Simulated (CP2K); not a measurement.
Two runs for the C K edge of chlorocyclopropane. Run A: CP2K XAS_TDP, all-electron GAPW, PBEh(45%), aug-pc-1, TDA, no relativity. Run B differs in one setting.

First lines with a strength over 0.0015. A:

| atom | energy (eV) | states | strength, one atom |
| --- | --- | --- | --- |
| C2 (bonded to 2 C, Cl and H) | 283.52 | 1 | 0.0548 |
|  | 285.38 | 1 | 0.0108 |
|  | 286.26 | 1 | 0.0425 |
|  | 286.49 | 1 | 0.0016 |
|  | 287.46 | 1 | 0.0076 |
| C3 (bonded to 2 C and 2 H), 2 alike | 284.01 | 1 | 0.0132 |
|  | 284.06 | 1 | 0.0120 |
|  | 284.62 | 1 | 0.0164 |
|  | 284.84 | 1 | 0.0063 |
|  | 285.24 | 1 | 0.0178 |

B:

| atom | energy (eV) | states | strength, one atom |
| --- | --- | --- | --- |
| C2 (bonded to 2 C, Cl and H) | 288.75 | 1 | 0.0538 |
|  | 290.61 | 1 | 0.0106 |
|  | 291.49 | 1 | 0.0417 |
|  | 291.73 | 1 | 0.0015 |
|  | 292.70 | 1 | 0.0074 |
| C3 (bonded to 2 C and 2 H), 2 alike | 289.70 | 1 | 0.0129 |
|  | 289.75 | 1 | 0.0117 |
|  | 290.31 | 1 | 0.0161 |
|  | 290.53 | 1 | 0.0062 |
|  | 290.93 | 1 | 0.0175 |

**Question.** Which was it: the functional, the basis, GW2X switched on, scalar relativity switched on?

GW2X switched on. GW2X shifts an atom's lines together and keeps their spacings. Against PBEh(45%) in aug-pc-1, the leading lines move by +5.23 eV (C2, to 288.75) and +5.69 eV (C3, to 289.70).

[Hosts, paths, dates, database ids (printed as entryN), source tags and the programs' standing remarks are cut or masked in the printed files.]
